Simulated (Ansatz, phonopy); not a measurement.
# Grüneisen parameters and expansion of TiC (Fm-3m), part 4 of 4

Which modes of TiC drive its thermal expansion?

What experiment has found for this phase:
- heat capacity C_P per formula unit 33.9 J/mol/K near room temperature (given in “High-Throughput Prediction of Finite-Temperature Properties using the Quasi-Harmonic Approximation”, 2016, arXiv:1603.06924)

Ansatz 0.2.0; DFT PBEsol, scalar-relativistic, plane waves, PAW.

So far. Step 14 (Single point at a scaled cell, V/V0 1.05): The run ends at a pressure of -11.83 GPa. Step 15 (Phonons, V/V0 1.05): No mode is imaginary beyond numerical noise at the solved wavevectors. The highest zone-centre mode (no LO–TO term) moved by -9.1 % for a volume change of +5.0 %.

The database entry behind the starting cell differs from later determinations by our own check (0.1 to 0.3 % short, probably kX units), so it need not match the best structure at ambient conditions.

## 16. How the modes move with volume

This step: DFT PBEsol, scalar-relativistic, plane waves, PAW (phonopy 4.10.0).

This step gave:

```yaml
share_of_modes_with_a_negative_grueneisen_parameter: 0
```

Mean Grüneisen, by row:

| T (K) | heat-capacity-weighted mean | root mean square |
| --- | --- | --- |
| 50 | 1.487 | 1.569 |
| 100 | 1.609 | 1.658 |
| 200 | 1.577 | 1.612 |
| 300 | 1.551 | 1.582 |
| 500 | 1.532 | 1.562 |
| 800 | 1.524 | 1.553 |

Mean mode Grueneisen parameter against wavenumber:

| wavenumber (cm⁻¹) | mean mode Grueneisen parameter |
| --- | --- |
| 12 | - |
| 37 | 1.57 |
| 61 | 0.536 |
| 86 | 1.28 |
| 110 | 1.23 |
| 134 | 1.31 |
| 159 | 1.3 |
| 183 | 1.43 |
| 208 | 1.52 |
| 232 | 1.65 |
| 256 | 1.75 |
| 281 | 1.79 |
| 305 | 1.68 |
| 330 | 1.58 |
| 354 | 1.65 |
| 378 | 1.54 |
| 403 | 1.41 |
| 427 | 1.34 |
| 452 | 1.31 |
| 476 | - |
| 501 | - |
| 525 | 1.8 |
| 550 | 1.7 |
| 574 | 1.51 |
| 598 | 1.39 |
| 623 | 1.32 |
| 647 | 1.25 |
| 672 | 1.2 |
| 696 | 1.17 |
| 720 | 1.14 |

Volume series, by row:

| V/V0 | V (Å³/atom) | pressure (GPa) | E - E0 (meV/atom) | gap (eV) | zero-point energy (meV/atom) | lowest on the path (cm⁻¹) | highest at Gamma without the LO-TO term (cm⁻¹) |
| --- | --- | --- | --- | --- | --- | --- | --- |
| 0.97 | 9.595 | 8.649 | 7.794 | 0 | 88.53 | 0 | 573.4 |
| 0.985 | 9.743 | 4.161 | 1.897 | 0 | 86.61 | 0 | 557.8 |
| 1 | 9.892 | -0.003 | 0 | 0 | 84.72 | 0 | 542.4 |
| 1.015 | 10.04 | -3.866 | 1.808 | 0 | 82.86 | 0 | 527.3 |
| 1.03 | 10.19 | -7.448 | 7.081 | 0 | 81.03 | 0 | 512.5 |
| 1.05 | 10.39 | -11.83 | 19.01 | 0 | 78.64 | 0 | 493 |

Optical frequency at Gamma without the LO-TO term, mode 4 against V/V0:

| V/V0 | optical frequency at Gamma without the LO-TO term, mode 4 (cm⁻¹) |
| --- | --- |
| 0.9700 | 573 |
| 0.9850 | 558 |
| 1.0000 | 542 |
| 1.0150 | 527 |
| 1.0300 | 512 |
| 1.0500 | 493 |

Grüneisen at points, by row:

| point | branch | frequency (cm⁻¹) | mode Grüneisen parameter |
| --- | --- | --- | --- |
| Γ | 4 | 542.4 | 1.87 |
| X | 1 | 297.2 | 1.46 |
| X | 3 | 368.4 | 1.67 |
| X | 4 | 537 | 1.72 |
| X | 6 | 601.2 | 1.34 |
| U | 1 | 298.6 | 1.99 |
| U | 2 | 350.2 | 1.58 |
| U | 3 | 371.9 | 1.33 |
| U | 4 | 567.2 | 1.43 |
| U | 5 | 601.2 | 1.4 |
| U | 6 | 652.4 | 1.33 |
| K | 1 | 298.6 | 1.99 |
| K | 2 | 350.2 | 1.58 |
| K | 3 | 371.9 | 1.33 |
| K | 4 | 567.2 | 1.43 |
| K | 5 | 601.2 | 1.4 |
| K | 6 | 652.4 | 1.33 |
| L | 1 | 270.2 | 2.13 |
| L | 3 | 460.8 | 1.32 |
| L | 4 | 584.8 | 1.42 |
| L | 6 | 732.2 | 1.1 |
| W | 1 | 336.8 | 1.51 |
| W | 3 | 358.1 | 1.57 |
| W | 4 | 588.8 | 1.45 |
| W | 6 | 656.1 | 1.24 |

## 17. Quasi-harmonic fit by phonopy

This step gave:

* volume expansion coefficient at 300 K: 17.38 1e-6/K
* isothermal bulk modulus at 300 K: 256.9 GPa
* C_P at 300 K: 17.17 J/mol-atom/K
* Grüneisen parameter at 300 K: 1.577

Energy (each curve on its own zero) against volume; values in meV/atom:

| volume (Å³/atom) | static | F at 0 K | F at 300 K | F at 1300 K |
| --- | --- | --- | --- | --- |
| 9.595 | 7.79 | 12.6 | 14.0 | 27.8 |
| 9.743 | 1.9 | 4.77 | 5.69 | 14.2 |
| 9.892 | 0 | 0.99 | 1.34 | 4.48 |
| 10.040 | 1.81 | 0.94 | 0.72 | -1.57 |
| 10.188 | 7.08 | 4.38 | 3.56 | -4.24 |
| 10.386 | 19.0 | 13.9 | 12.2 | -3.04 |

Phonopy-qha, vinet fit of F(V) at each temperature; no electronic free energy. Qha vinet, by row:

| T (K) | fitted volume (Å³/atom) | alpha_V (1e-6/K) | B_T (GPa) | C_P (J/mol-atom/K) | Grueneisen |
| --- | --- | --- | --- | --- | --- |
| 100 | 9.968 | 3.9 | 261.1 | 3.671 | 1.653 |
| 150 | 9.971 | 8.25 | 260.4 | 7.946 | 1.621 |
| 200 | 9.976 | 12.09 | 259.4 | 11.81 | 1.599 |
| 250 | 9.983 | 15.11 | 258.3 | 14.87 | 1.585 |
| 300 | 9.991 | 17.38 | 256.9 | 17.17 | 1.577 |
| 350 | 10 | 19.09 | 255.6 | 18.88 | 1.573 |
| 400 | 10.01 | 20.4 | 254.1 | 20.16 | 1.57 |
| 450 | 10.02 | 21.43 | 252.6 | 21.14 | 1.569 |
| 500 | 10.03 | 22.27 | 251.1 | 21.9 | 1.57 |
| 550 | 10.04 | 22.96 | 249.6 | 22.51 | 1.57 |
| 600 | 10.05 | 23.55 | 248 | 23 | 1.572 |
| 650 | 10.07 | 24.06 | 246.4 | 23.4 | 1.574 |
| 700 | 10.08 | 24.52 | 244.8 | 23.74 | 1.576 |
| 750 | 10.09 | 24.93 | 243.2 | 24.04 | 1.579 |
| 800 | 10.1 | 25.32 | 241.6 | 24.29 | 1.582 |
| 850 | 10.12 | 25.68 | 240 | 24.51 | 1.585 |
| 900 | 10.13 | 26.02 | 238.3 | 24.71 | 1.588 |
| 950 | 10.14 | 26.35 | 236.7 | 24.9 | 1.591 |
| 1000 | 10.16 | 26.67 | 235 | 25.06 | 1.595 |
| 1050 | 10.17 | 26.98 | 233.3 | 25.22 | 1.598 |
| 1100 | 10.18 | 27.29 | 231.6 | 25.36 | 1.602 |
| 1150 | 10.2 | 27.59 | 229.9 | 25.5 | 1.606 |
| 1200 | 10.21 | 27.89 | 228.2 | 25.63 | 1.609 |
| 1250 | 10.23 | 28.19 | 226.4 | 25.76 | 1.613 |

Table of volume expansion coefficient, phonopy-qha, Vinet by temperature:

| temperature (K) | volume expansion coefficient, phonopy-qha, Vinet (1e-6/K) |
| --- | --- |
| 75 | 1.94 |
| 125 | 6.09 |
| 150 | 8.25 |
| 200 | 12.1 |
| 250 | 15.1 |
| 275 | 16.3 |
| 325 | 18.3 |
| 375 | 19.8 |
| 400 | 20.4 |
| 450 | 21.4 |
| 500 | 22.3 |
| 525 | 22.6 |
| 575 | 23.3 |
| 625 | 23.8 |
| 650 | 24.1 |
| 700 | 24.5 |
| 725 | 24.7 |
| 775 | 25.1 |
| 825 | 25.5 |
| 850 | 25.7 |
| 900 | 26.0 |
| 950 | 26.4 |
| 975 | 26.5 |
| 1025 | 26.8 |
| 1075 | 27.1 |
| 1100 | 27.3 |
| 1150 | 27.6 |
| 1200 | 27.9 |
| 1225 | 28.0 |
| 1275 | 28.3 |

The fit gives a volume expansion of 17.4 × 10⁻⁶/K at 300 K.

## 18. Results

| Quantity | Value |
| --- | --- |
| volume expansion coefficient at 300 K | 17.38 1e-6/K |
| isothermal bulk modulus at 300 K | 256.9 GPa |
| C_P at 300 K | 17.17 J/mol-atom/K |
| Grüneisen parameter at 300 K | 1.577 |
| mean mode Grüneisen parameter at 300 K | 1.55 |

**Reading.** Near room temperature TiC expands by 17.4 × 10⁻⁶/K in volume by PBEsol, with C_P = 17.2 J/(mol K) per mole of atoms and B_T = 257 GPa. C_P at room temperature is 69 % of the classical 3R an atom, so the stiffest modes are still partly frozen out. A measured heat capacity per formula unit near room temperature is 33.9 J/mol/K (arXiv:1603.06924); the calculated 34.3 J/mol/K differs by +1 %. The fit leaves out the electrons' free energy, which adds to C_P and to the expansion of a metal at high temperature. The heat-capacity-weighted Grüneisen parameter goes from 1.49 at 50 K to 1.52 at 800 K. Weighting γ by the density of states and each mode's heat capacity at 300 K, modes below 240 cm⁻¹ give about 10 % of the sum of γC that drives the expansion, those up to 490 cm⁻¹ 54 % and the rest 36 %. Among the labelled points γ is largest for branch 1 at L (270 cm⁻¹, 2.1) and smallest for branch 6 at L (732 cm⁻¹, 1.1). The PAW files were made for PBE and are used here under another functional, for which the program regenerates the frozen cores.

[Logs are printed without paths, hosts, clocks, repeated set-up lines and the standing remarks that a program may print on its own settings, such as how far it seeks lower states.]

[Hosts, paths, dates, database ids (printed as entryN), source tags and the programs' standing remarks are cut or masked in the printed files.]

[A step with changed settings may run another functional than the one named; its input shows which.]

[Of the runs on displaced cells, only some may be shown.]
